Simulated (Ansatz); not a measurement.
# An extra electron or hole in H-capped Ge nanowire along [112] (352 atoms): runs compared

Does an extra electron or hole in H-capped Ge nanowire along [112] (352 atoms) stay spread out, or do the atoms trap it?

Computed with Ansatz 0.2.0: Kohn-Sham DFT, PBE, PAW (set soft_2), plane waves.

### Step 1. The cell as built

The cell holds 352 atoms: 240 Ge and 112 H. Its edges and angles: a = 36.503 Å, b = 38.743 Å, c = 13.859 Å, α = 90.0°, β = 90.0°, γ = 90.0°. It derives from Ge (diamond-structure). Diamond section of size parameter 14.03 Å cut from diamond-structure Ge (a = 5.658 Å) along [112], 2 periods, broken bonds capped with H, 12 Å of vacuum. Regions: wire, 240 atoms (240 Ge); hydrogen, 112 atoms (112 H). Vacuum lies along a and b. The structure repeats along c.

Limits known from the start: Sampling is at Γ alone, for a cell whose periodic width is 14 Å.

### Step 2. The reference run

The reference is a single point at the end of the relaxation.

The charged cells start from the geometry of this run, on a uniform background, with spin and a narrow Fermi–Dirac smearing.

Its input, with most atom lines left out:

```yaml
crystal:
  lattice:
    - [36.50294, 0.0, 0.0]
    - [0.0, 38.7432, 0.0]
    - [0.0, 0.0, 13.85921]
  atoms:
    - { symbol: Ge, position: [0.19334, 0.44665, 0.24934] }
    - { symbol: Ge, position: [0.19258, 0.46857, 0.4144] }
    - { symbol: Ge, position: [0.19237, 0.53175, 0.4183] }
    - { symbol: Ge, position: [0.19033, 0.54966, 0.08735] }
    - { symbol: Ge, position: [0.19332, 0.44668, 0.74928] }
    - { symbol: Ge, position: [0.19258, 0.46855, 0.91439] }
    - { symbol: Ge, position: [0.19237, 0.53174, 0.91831] }
    [... atom lines 8 to 352 left out ...]
kpoints:
  mp_grid: { grid: [1, 1, 1] }
hamiltonian:
  xc: pbe
scf:
  occupations: { method: fixed }
output:
  forces: true
  populations: true
  dos:
    method: { smearing: { sigma: 0.1 } }
    de: 0.1
    projected: { site_lists: { Ge: [Ge], H: [H] } }
  eigenvalues: true
  write_density: true
  write_potential: true
  volumetric_format: npy
  elf: true
```

```
free energy per atom   : -2933.3708 eV/atom
r.m.s. force component : 0.00604 eV/Å
```

Filled and empty levels are parted by 0.829 eV at Γ alone; the mesh holds the band edges only if they fold onto it, so the gap at this level can be narrower or closed, and states at the surface or the caps may set it.

### Step 3. The runs

Each row is one run, on 1 × NVIDIA GB200 with 32 threads of Arm Neoverse V2, shared host. The free energy is the program's total, comparable only between runs with the same functional, potentials and atoms; between charge states it hangs on the program's zero of potential.

| run | atoms | outcome | ionic steps, all passes | free energy (eV) | time | host memory (GiB) | planned on the GPU (GiB) |
| --- | --- | --- | --- | --- | --- | --- | --- |
| Single point at the start | 352 | converged | - | -1032538.242 | 12 s | 3.5 | 79 |
| Relaxation | 352 | converged | 6 | -1032546.534 | 53 s | 3.7 | - |
| Single point at the relaxed geometry | 352 | converged | - | -1032546.534 | 25 s | 8.5 | 80 |
| An extra electron, atoms held | 352 | converged | - | -1032546.337 | 48 s | 8.8 | - |
| An extra electron, atoms relaxed | 352 | converged | 2 | -1032546.368 | 55 s | 8.8 | - |
| An extra electron, levels at the relaxed geometry | 352 | converged | - | -1032546.368 | 53 s | 8.8 | - |
| Neutral at the geometry of the electron | 352 | converged | - | -1032546.460 | 20 s | 8.4 | 80 |
| An extra hole, atoms held | 352 | converged | - | -1032545.597 | 43 s | 8.8 | - |
| An extra hole, atoms relaxed | 352 | converged | 2 | -1032545.623 | 36 s | 5.8 | - |
| An extra hole, levels at the relaxed geometry | 352 | converged | - | -1032545.623 | 45 s | 8.9 | - |
| Neutral at the geometry of the hole | 352 | converged | - | -1032546.505 | 21 s | 8.4 | 80 |

In some runs the program notes that the exchange-correlation potential is rough where the density is thin and starting moments were not kept.

### Step 4. Energies and spread of the extra charge

Energies are differences within one cell and functional; the shift is the gain plus the neutral cell's energy at the new geometry, that is how much cheaper the vertical process becomes there. The spread is the participation number of the site moments (1/Σw², over the spin inside atomic spheres), with the atom that holds the largest share and the spin that the spheres hold in all.

| carrier | charged less neutral, atoms held (eV) | gain on relaxing (eV) | neutral cell at that geometry, less the reference (eV) | shift of the vertical energy (eV) | spread, atoms held | spread, relaxed |
| --- | --- | --- | --- | --- | --- | --- |
| electron | 0.197 | 0.031 | 0.074 | 0.105 | - | - |
| hole | 0.938 | 0.026 | 0.029 | 0.055 | - | - |

### Step 5. Findings

The extra electron gains 0.031 eV as the atoms relax: so small a gain shows no trapping at this level. The cell with the electron keeps a moment of only 0.00 μB where one unpaired electron should give 1 μB: the carrier is shared between both spins, which can hide trapping. The extra hole gains 0.026 eV as the atoms relax: so small a gain shows no trapping at this level. The cell with the hole keeps a moment of only 0.00 μB where one unpaired electron should give 1 μB: the carrier is shared between both spins, which can hide trapping. Adding the two vertical energies gives 1.13 eV, against a gap of 0.829 eV in the neutral cell. The zero of the potential cancels in this sum; the excess isn't taken apart here: charging of a small cell, filling of bands on a coarse mesh and the attraction to the background can all enter.

Caveats: Single energies of charged cells hang on the program's zero of potential. In the spin-polarised runs the search for a state of lower energy was switched off. No distortion was seeded, so a trapped state behind a barrier can't be found. Local and semilocal functionals favour spread-out charges, so trapping can be missed. Charged cells carry a uniform background, with no correction for images.

The DFT runs together took 6.8 min of wall time.

[Logs are printed without paths, hosts, clocks, repeated set-up lines and the standing remarks that a program may print on its own settings, such as how far it seeks lower states.]

[Hosts, paths, dates, database ids (printed as entryN), source tags and the programs' standing remarks are cut or masked in the printed files.]
